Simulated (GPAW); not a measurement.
# ZrGe2P4 monolayer in an electric field

Aim: the dipole that a field along the normal induces in ZrGe2P4 monolayer.

Method: GPAW, PAW setups; layer in a repeated cell with vacuum, relaxation of atoms and in-plane cell, in the first sound run; inputs show where later runs differ, in GPAW 26.7.0.

### Step 1. Set-up

The cell holds 7 atoms: 4 P, 2 Ge and 1 Zr. Cell: a = 3.580 Å, b = 3.580 Å, c = 27.143 Å, α = 90.0°, β = 90.0°, γ = 120.0°. Vacuum lies along c.

### Step 2. Relaxation

The atoms are relaxed first, since the surface dipole, and with it the work function, follows the positions of the outer layers.

Contents of run.py:

```python
import json
import numpy as np
from ase import Atoms
from ase.filters import FrechetCellFilter
from ase.optimize import BFGS
from gpaw import GPAW, PW

slab = Atoms(
    ['P', 'Ge', 'P', 'Zr', 'P', 'Ge', 'P'],
    positions=[
        [0.00000, 0.00000, 9.00000],
        [-0.00000, 2.06691, 9.75357],
        [-0.00000, 2.06691, 11.95357],
        [0.00000, 0.00000, 13.57174],
        [-0.00000, 2.06691, 15.18992],
        [-0.00000, 2.06691, 17.38992],
        [0.00000, 0.00000, 18.14349]],
    cell=[[3.58, 0.0, 0.0], [-1.79, 3.10037, 0.0], [0.0, 0.0, 27.1435]],
    pbc=[True, True, True])

slab.calc = GPAW(mode=PW(600), xc='PBE', kpts={'size': (9, 9, 1), 'gamma': True},
                 occupations={'name': 'fermi-dirac', 'width': 0.05}, nbands='200%',
                 convergence={'density': 1e-05}, maxiter=200,
                 symmetry={'tolerance': 1e-3}, txt='slab.txt')
result = {}
# The in-plane cell is free; stress needs a cell that repeats along all three vectors
path = []
opt = BFGS(FrechetCellFilter(slab, mask=[1, 1, 0, 0, 0, 1]), maxstep=0.2)
opt.attach(lambda: path.append((slab.get_potential_energy(), slab.positions.tolist(), slab.get_forces().tolist())))
result['relaxed'] = bool(opt.run(fmax=0.02, steps=45))
result['path'] = path
result['cell'] = slab.cell.tolist()
print('in-plane lattice', slab.cell.cellpar().round(4)[[0, 1, 5]])
energy = slab.get_potential_energy()
fermi = slab.calc.get_fermi_level()
v = slab.calc.get_electrostatic_potential().mean((0, 1)) - fermi
n = slab.calc.get_pseudo_density().mean((0, 1))
L = slab.cell[2, 2]
z = np.arange(len(v)) * L / len(v)
low, high = slab.positions[:, 2].min(), slab.positions[:, 2].max()
below, above = np.interp([low - 6.8, high + 6.8], z, v)
slopes = [np.interp(x, z, np.gradient(v, z)) for x in (low - 6.8, high + 6.8)]
eps = np.array([[slab.calc.get_eigenvalues(k, s) for k in range(len(slab.calc.get_ibz_k_points()))]
                for s in range(slab.calc.get_number_of_spins())]) - fermi
top, bottom = eps[eps < 0].max(), eps[eps > 0].min()
dipole = slab.get_dipole_moment()[2]
print(f'energy {energy:.4f} eV, Fermi level {fermi:.4f} eV, dipole {dipole:.5f} e A')
print(f'potential 6.8 A off the faces, from the Fermi level: lower {below:.4f} eV, upper {above:.4f} eV')
print(f'slope of the potential there: lower {slopes[0]:.5f}, upper {slopes[1]:.5f} eV/A')
print(f'nearest levels on the mesh: {top:.4f} and {bottom:.4f} eV')
print('magnetic moment', round(slab.get_magnetic_moment(), 3))
result.update(energy=energy, fermi=fermi, dipole=dipole, below=below, above=above, slopes=slopes, edges=[top, bottom],
              z=z.tolist(), v=v.tolist(), n=n.tolist(), positions=slab.positions.tolist(),
              forces=slab.get_forces(apply_constraint=False).tolist(), moments=slab.get_magnetic_moments().tolist())
json.dump(result, open('result.json', 'w'))
```

Command:

```
> OMP_NUM_THREADS=1 OPENBLAS_NUM_THREADS=1 python run.py
```

Output:

```text
Step          Energy          fmax
BFGS:    0      -38.109303        3.446963
BFGS:    1      -38.678897        2.790863
BFGS:    2      -39.613292        0.936668
BFGS:    3      -39.648404        0.685308
BFGS:    4      -39.764833        0.481930
BFGS:    5      -39.804308        0.387857
BFGS:    6      -39.824945        0.284585
BFGS:    7      -39.830078        0.151286
BFGS:    8      -39.831506        0.034414
BFGS:    9      -39.831619        0.007516
in-plane lattice [  3.7364   3.7364 120.    ]
energy -39.8298 eV, Fermi level -0.4709 eV, dipole 0.00148 e A
potential 6.8 A off the faces, from the Fermi level: lower 5.5840 eV, upper 5.5845 eV
slope of the potential there: lower -0.00022, upper -0.00006 eV/A
nearest levels on the mesh: -0.0943 and 0.1356 eV
magnetic moment 0.0
```

Run time: 7.2 min. Hardware: 1 thread of AMD EPYC 9R45 (Zen 5), shared host; peak memory 0.7 GiB.

Numbers from this step:

```
dipole along the normal                    : 0.001481 e·Å
levels nearest the Fermi level on the mesh : -0.09430, 0.1356 eV from the Fermi level
```

The electrostatic potential energy of an electron (without an applied field's), less the Fermi level, planar mean oscillates, so the rows of the table below give means over windows of 1.78 Å about each position, cut where the curve ends. Its maxima inside the range that stand out by 2 % of the span (Å: eV): 9.2: -9.71, 10.9: 2.59, 12.7: -4.88, 14.4: -4.88, 16.2: 2.59, 18.0: -9.71. Its minima: 8.7: -12.3, 9.7: -13.1, 12.1: -10.2, 13.6: -16.3, 15.0: -10.2, 17.5: -13.1, 18.4: -12.3.

The electrostatic potential energy of an electron (without an applied field's), less the Fermi level, planar mean by z; means over each step:

| z (Å) | electrostatic potential energy of an electron (without an applied field's), less the Fermi level, planar mean (eV) |
| --- | --- |
| 0.89 | 5.58 |
| 2.67 | 5.58 |
| 4.45 | 5.58 |
| 6.23 | 5.50 |
| 8.01 | -1.92 |
| 9.79 | -7.97 |
| 11.57 | -3.04 |
| 13.35 | -10.1 |
| 15.13 | -4.98 |
| 16.91 | -4.83 |
| 18.69 | -5.64 |
| 20.47 | 5.28 |
| 22.25 | 5.58 |
| 24.03 | 5.58 |
| 25.81 | 5.58 |

The pseudo valence density, planar mean oscillates, so the rows of the table below give means over windows of 1 Å about each position, cut where the curve ends. Its maxima inside the range that stand out by 2 % of the span (Å: e/Å³): 9.2: 0.412, 10.2: 0.219, 13.6: 0.894, 17.0: 0.219, 18.0: 0.412. Its minima: 9.8: 0.0823, 10.9: 0.121, 16.3: 0.121, 17.3: 0.0823.

Table of pseudo valence density, planar mean by z; means over each step:

z (Å), pseudo valence density, planar mean (e/Å³) and a bar:
```
        5      0.000 
        6      0.001 
        7      0.020 #
        8      0.166 #########
        9      0.332 #################
       10      0.162 ########
       11      0.146 ########
       12      0.260 #############
       13      0.507 ##########################
       14      0.580 ##############################
       15      0.277 ##############
       16      0.156 ########
       17      0.157 ########
       18      0.322 #################
       19      0.193 ##########
       20      0.029 #
       21      0.002 
       22      0.000 
       23      0.000
```

The relaxation lowered the energy of the cell by 1.73 eV (energies extrapolated to zero smearing; the optimiser's log prints free energies). The largest force left on a free atom is 0.0075 eV/Å.

### Step 3. The slab's potential

With the geometry fixed, the planar mean of the potential gives the vacuum level on each side.

This step: GPAW, PAW setups; slab in vacuum (GPAW 26.7.0).

The cell differs from the one that the last finished run ended in (c 27.143 → 27.749 Å).

run.py, as its differences from that of step 2:

```diff
@@ -3,4 +3,2 @@
 from ase import Atoms
-from ase.filters import FrechetCellFilter
-from ase.optimize import BFGS
 from gpaw import GPAW, PW
@@ -10,25 +8,18 @@
     positions=[
-        [0.00000, 0.00000, 9.00000],
-        [-0.00000, 2.06691, 9.75357],
-        [-0.00000, 2.06691, 11.95357],
-        [0.00000, 0.00000, 13.57174],
-        [-0.00000, 2.06691, 15.18992],
-        [-0.00000, 2.06691, 17.38992],
-        [0.00000, 0.00000, 18.14349]],
-    cell=[[3.58, 0.0, 0.0], [-1.79, 3.10037, 0.0], [0.0, 0.0, 27.1435]],
-    pbc=[True, True, True])
+        [-0.00000, -0.00000, 9.00000],
+        [-0.00000, 2.15720, 10.03934],
+        [-0.00000, 2.15720, 12.38629],
+        [0.00000, 0.00000, 13.87462],
+        [-0.00000, 2.15720, 15.36297],
+        [-0.00000, 2.15720, 17.70991],
+        [0.00000, -0.00000, 18.74926]],
+    cell=[[3.73638, -0.0, 0.0], [-1.86819, 3.2358, 0.0], [0.0, 0.0, 27.7493]],
+    pbc=[True, True, False])
 
-slab.calc = GPAW(mode=PW(600), xc='PBE', kpts={'size': (9, 9, 1), 'gamma': True},
+slab.calc = GPAW(mode=PW(400), xc='PBE', kpts={'size': (9, 9, 1), 'gamma': True},
                  occupations={'name': 'fermi-dirac', 'width': 0.05}, nbands='200%',
                  convergence={'density': 1e-05}, maxiter=200,
+                 poissonsolver={'dipolelayer': 'xy'},
                  symmetry={'tolerance': 1e-3}, txt='slab.txt')
 result = {}
-# The in-plane cell is free; stress needs a cell that repeats along all three vectors
-path = []
-opt = BFGS(FrechetCellFilter(slab, mask=[1, 1, 0, 0, 0, 1]), maxstep=0.2)
-opt.attach(lambda: path.append((slab.get_potential_energy(), slab.positions.tolist(), slab.get_forces().tolist())))
-result['relaxed'] = bool(opt.run(fmax=0.02, steps=45))
-result['path'] = path
-result['cell'] = slab.cell.tolist()
-print('in-plane lattice', slab.cell.cellpar().round(4)[[0, 1, 5]])
 energy = slab.get_potential_energy()
```

Output:

```text
energy -39.7539 eV, Fermi level -0.5827 eV, dipole 0.00079 e A
potential 6.8 A off the faces, from the Fermi level: lower 5.5773 eV, upper 5.5920 eV
slope of the potential there: lower -0.00009, upper 0.00009 eV/A
nearest levels on the mesh: -0.0948 and 0.1358 eV
magnetic moment 0.0
```

The job ended after 30 s (1 thread; peak memory 0.27 GiB).

Numbers from this step:

| Property | Result |
| --- | --- |
| dipole along the normal | 7.88e-4 e·Å |
| levels nearest the Fermi level on the mesh | -0.09480, 0.1358 eV from the Fermi level |
| upper work function | 5.592 eV |
| lower work function | 5.577 eV |

The electrostatic potential energy of an electron (without an applied field's), less the Fermi level, planar mean oscillates, so the rows of the table below give means over windows of 1.73 Å about each position, cut where the curve ends. Its maxima inside the range that stand out by 2 % of the span (Å: eV): 9.5: -9.70, 11.3: 2.60, 13.0: -4.88, 14.7: -4.88, 16.5: 2.61, 18.2: -9.69. Its minima: 9.1: -12.2, 10.0: -13.1, 12.4: -10.1, 13.9: -16.3, 15.4: -10.1, 17.8: -13.1, 18.6: -12.2.

The electrostatic potential energy of an electron (without an applied field's), less the Fermi level, planar mean by z; means over each step:

| z (Å) | electrostatic potential energy of an electron (without an applied field's), less the Fermi level, planar mean (eV) |
| --- | --- |
| 0.86 | 5.58 |
| 2.59 | 5.58 |
| 4.32 | 5.58 |
| 6.05 | 5.56 |
| 7.78 | 2.90 |
| 9.51 | -10.8 |
| 11.24 | -0.561 |
| 12.97 | -8.89 |
| 14.70 | -9.24 |
| 16.43 | -0.580 |
| 18.16 | -10.8 |
| 19.89 | 2.42 |
| 21.62 | 5.57 |
| 23.35 | 5.59 |
| 25.08 | 5.59 |
| 26.81 | 5.59 |

The pseudo valence density, planar mean oscillates, so the rows of the table below give means over windows of 1 Å about each position, cut where the curve ends. Its maxima inside the range that stand out by 2 % of the span (Å: e/Å³): 9.5: 0.413, 10.4: 0.209, 13.9: 0.893, 17.3: 0.209, 18.2: 0.413. Its minima: 10.2: 0.103, 11.1: 0.123, 16.7: 0.123, 17.6: 0.103.

The pseudo valence density, planar mean by z; means over each step:

| z (Å) | pseudo valence density, planar mean (e/Å³) |
| --- | --- |
| 5 | 2.7e-5 |
| 6 | 4.6e-4 |
| 7 | 0.00864 |
| 8 | 0.105 |
| 9 | 0.297 |
| 10 | 0.213 |
| 11 | 0.150 |
| 12 | 0.221 |
| 13 | 0.379 |
| 14 | 0.686 |
| 15 | 0.318 |
| 16 | 0.190 |
| 17 | 0.160 |
| 18 | 0.264 |
| 19 | 0.250 |
| 20 | 0.0620 |
| 21 | 0.00422 |
| 22 | 2.3e-4 |
| 23 | 1.3e-5 |

The potential is flat to 9.1e-5 eV/Å where it is read, so the vacuum is wide enough.

### Step 4. In a field

A uniform field along the normal polarises the slab; the atoms stay fixed, so this is the electronic response alone.

run.py, as its differences from that of step 3:

```diff
@@ -4,2 +4,3 @@
 from gpaw import GPAW, PW
+from gpaw.external import ConstantElectricField
 
@@ -22,2 +23,3 @@
                  poissonsolver={'dipolelayer': 'xy'},
+                 external=ConstantElectricField(-0.2, [0, 0, 1]),
                  symmetry={'tolerance': 1e-3}, txt='slab.txt')
```

Output:

```text
energy -39.7696 eV, Fermi level -0.5842 eV, dipole -0.15672 e A
potential 6.8 A off the faces, from the Fermi level: lower 4.4147 eV, upper 6.7603 eV
slope of the potential there: lower -0.00009, upper 0.00009 eV/A
nearest levels on the mesh: -0.0946 and 0.1357 eV
magnetic moment 0.0
```

Elapsed: 1.8 min, on 1 thread; peak memory 0.48 GiB.

Numbers from this step:

- dipole along the normal: -0.1567 e·Å
- levels nearest the Fermi level on the mesh: -0.09459, 0.1357 eV from the Fermi level
- potential below the slab, the applied field's own ramp left out: 4.415 eV from the Fermi level
- potential above the slab, the applied field's own ramp left out: 6.760 eV from the Fermi level

The electrostatic potential energy of an electron (without an applied field's), less the Fermi level, planar mean oscillates, so the rows of the table below give means over windows of 1.73 Å about each position, cut where the curve ends. Its maxima inside the range that stand out by 2 % of the span (Å: eV): 9.5: -10.5, 11.3: 2.10, 13.0: -5.05, 14.7: -4.71, 16.5: 3.11, 18.2: -8.86, 27.3: 6.76. Its minima: 9.1: -13.1, 10.0: -13.8, 12.4: -10.4, 13.9: -16.3, 15.3: -9.80, 17.8: -12.3, 18.6: -11.3.

Electrostatic potential energy of an electron (without an applied field's), less the Fermi level, planar mean against z; means over each step:

| z (Å) | electrostatic potential energy of an electron (without an applied field's), less the Fermi level, planar mean (eV) |
| --- | --- |
| 0.86 | 4.54 |
| 2.59 | 4.41 |
| 4.32 | 4.41 |
| 6.05 | 4.40 |
| 7.78 | 1.81 |
| 9.51 | -11.6 |
| 11.24 | -1.07 |
| 12.97 | -9.07 |
| 14.70 | -9.08 |
| 16.43 | -0.0867 |
| 18.16 | -9.95 |
| 19.89 | 3.51 |
| 21.62 | 6.73 |
| 23.35 | 6.76 |
| 25.08 | 6.76 |
| 26.81 | 6.69 |

The dipole is now -0.157 e Å, against 7.9e-4 in the run without a field.

### Step 5. Field on

run.py, as its differences from that of step 4:

```diff
@@ -23,3 +23,3 @@
                  poissonsolver={'dipolelayer': 'xy'},
-                 external=ConstantElectricField(-0.2, [0, 0, 1]),
+                 external=ConstantElectricField(-0.1, [0, 0, 1]),
                  symmetry={'tolerance': 1e-3}, txt='slab.txt')
```

Output:

```text
energy -39.7578 eV, Fermi level -0.5832 eV, dipole -0.07840 e A
potential 6.8 A off the faces, from the Fermi level: lower 4.9988 eV, upper 6.1722 eV
slope of the potential there: lower -0.00009, upper 0.00009 eV/A
nearest levels on the mesh: -0.0948 and 0.1358 eV
magnetic moment 0.0
```

Wall time 2 min (1 thread); peak memory 0.49 GiB.

This step gave:

* dipole along the normal: -0.07840 e·Å
* levels nearest the Fermi level on the mesh: -0.09476, 0.1358 eV from the Fermi level
* potential below the slab, the applied field's own ramp left out: 4.999 eV from the Fermi level
* potential above the slab, the applied field's own ramp left out: 6.172 eV from the Fermi level

The electrostatic potential energy of an electron (without an applied field's), less the Fermi level, planar mean oscillates, so the rows of the table below give means over windows of 1.73 Å about each position, cut where the curve ends. Its maxima inside the range that stand out by 2 % of the span (Å: eV): 9.5: -10.1, 11.3: 2.35, 13.0: -4.96, 14.7: -4.80, 16.5: 2.86, 18.2: -9.28. Its minima: 9.1: -12.7, 10.0: -13.4, 12.4: -10.2, 13.9: -16.3, 15.4: -9.94, 17.8: -12.7, 18.6: -11.8.

Table of electrostatic potential energy of an electron (without an applied field's), less the Fermi level, planar mean by z; means over each step:

| z (Å) | electrostatic potential energy of an electron (without an applied field's), less the Fermi level, planar mean (eV) |
| --- | --- |
| 0.86 | 5.06 |
| 2.59 | 5.00 |
| 4.32 | 5.00 |
| 6.05 | 4.98 |
| 7.78 | 2.36 |
| 9.51 | -11.2 |
| 11.24 | -0.812 |
| 12.97 | -8.98 |
| 14.70 | -9.16 |
| 16.43 | -0.335 |
| 18.16 | -10.4 |
| 19.89 | 2.96 |
| 21.62 | 6.14 |
| 23.35 | 6.17 |
| 25.08 | 6.17 |
| 26.81 | 6.14 |

The dipole is now -0.0784 e Å, against 7.9e-4 in the run without a field.

### Step 6. In a field

run.py, as its differences from that of step 5:

```diff
@@ -23,3 +23,3 @@
                  poissonsolver={'dipolelayer': 'xy'},
-                 external=ConstantElectricField(-0.1, [0, 0, 1]),
+                 external=ConstantElectricField(-0.05, [0, 0, 1]),
                  symmetry={'tolerance': 1e-3}, txt='slab.txt')
```

Output:

```text
energy -39.7549 eV, Fermi level -0.5828 eV, dipole -0.03919 e A
potential 6.8 A off the faces, from the Fermi level: lower 5.2915 eV, upper 5.8781 eV
slope of the potential there: lower -0.00009, upper 0.00009 eV/A
nearest levels on the mesh: -0.0948 and 0.1358 eV
magnetic moment 0.0
```

Wall time 2.1 min (1 thread); peak memory 0.49 GiB.

### Step 7. In a field

run.py, as its differences from that of step 6:

```diff
@@ -23,3 +23,3 @@
                  poissonsolver={'dipolelayer': 'xy'},
-                 external=ConstantElectricField(-0.05, [0, 0, 1]),
+                 external=ConstantElectricField(0.05, [0, 0, 1]),
                  symmetry={'tolerance': 1e-3}, txt='slab.txt')
```

Output:

```text
energy -39.7549 eV, Fermi level -0.5828 eV, dipole 0.03919 e A
potential 6.8 A off the faces, from the Fermi level: lower 5.8780 eV, upper 5.2915 eV
slope of the potential there: lower -0.00009, upper 0.00009 eV/A
nearest levels on the mesh: -0.0948 and 0.1358 eV
magnetic moment 0.0
```

Elapsed: 2.1 min, on 1 thread; peak memory 0.49 GiB.

The electrostatic potential energy of an electron (without an applied field's), less the Fermi level, planar mean oscillates, so the rows of the table below give means over windows of 1.73 Å about each position, cut where the curve ends. Its maxima inside the range that stand out by 2 % of the span (Å: eV): 9.5: -9.49, 11.3: 2.73, 13.0: -4.84, 14.7: -4.92, 16.5: 2.48, 18.2: -9.90. Its minima: 9.1: -12.0, 10.0: -12.9, 12.4: -10.0, 13.9: -16.3, 15.4: -10.2, 17.8: -13.3, 18.6: -12.5.

Table of electrostatic potential energy of an electron (without an applied field's), less the Fermi level, planar mean by z; means over each step:

z (Å), electrostatic potential energy of an electron (without an applied field's), less the Fermi level, planar mean (eV) and a bar from the least value:
```
     0.86        5.8 ##############################
     2.59        5.9 ##############################
     4.32        5.9 ##############################
     6.05        5.9 ##############################
     7.78        3.2 #########################
     9.51      -10.6 #
    11.24       -0.4 ###################
    12.97       -8.8 ####
    14.70       -9.3 ###
    16.43       -0.7 ##################
    18.16      -11.0 
    19.89        2.1 #######################
    21.62        5.3 #############################
    23.35        5.3 #############################
    25.08        5.3 #############################
    26.81        5.3 #############################
```

### Step 8. Field on

run.py, as its differences from that of step 7:

```diff
@@ -23,3 +23,3 @@
                  poissonsolver={'dipolelayer': 'xy'},
-                 external=ConstantElectricField(0.05, [0, 0, 1]),
+                 external=ConstantElectricField(0.1, [0, 0, 1]),
                  symmetry={'tolerance': 1e-3}, txt='slab.txt')
```

Output:

```text
energy -39.7578 eV, Fermi level -0.5832 eV, dipole 0.07838 e A
potential 6.8 A off the faces, from the Fermi level: lower 6.1721 eV, upper 4.9989 eV
slope of the potential there: lower -0.00009, upper 0.00009 eV/A
nearest levels on the mesh: -0.0948 and 0.1358 eV
magnetic moment 0.0
```

It took 1.9 min on 1 thread; peak memory 0.49 GiB.

The electrostatic potential energy of an electron (without an applied field's), less the Fermi level, planar mean oscillates, so the rows of the table below give means over windows of 1.73 Å about each position, cut where the curve ends. Its maxima inside the range that stand out by 2 % of the span (Å: eV): 0.4: 6.17, 9.5: -9.28, 11.3: 2.86, 13.0: -4.80, 14.7: -4.96, 16.5: 2.35, 18.2: -10.1. Its minima: 9.1: -11.8, 10.0: -12.7, 12.4: -9.94, 13.9: -16.3, 15.4: -10.2, 17.8: -13.4, 18.6: -12.7.

Electrostatic potential energy of an electron (without an applied field's), less the Fermi level, planar mean against z; means over each step:

| z (Å) | electrostatic potential energy of an electron (without an applied field's), less the Fermi level, planar mean (eV) |
| --- | --- |
| 0.86 | 6.11 |
| 2.59 | 6.17 |
| 4.32 | 6.17 |
| 6.05 | 6.15 |
| 7.78 | 3.47 |
| 9.51 | -10.4 |
| 11.24 | -0.303 |
| 12.97 | -8.80 |
| 14.70 | -9.32 |
| 16.43 | -0.831 |
| 18.16 | -11.2 |
| 19.89 | 1.86 |
| 21.62 | 4.97 |
| 23.35 | 5.00 |
| 25.08 | 5.00 |
| 26.81 | 5.03 |

The dipole is now 0.0784 e Å, against 7.9e-4 in the run without a field.

(Part 1 of 2 ends here.)

[Logs are printed without paths, hosts, clocks, repeated set-up lines and the standing remarks that a program may print on its own settings, such as how far it seeks lower states.]

[Hosts, paths, dates, database ids (printed as entryN), source tags and the programs' standing remarks are cut or masked in the printed files.]
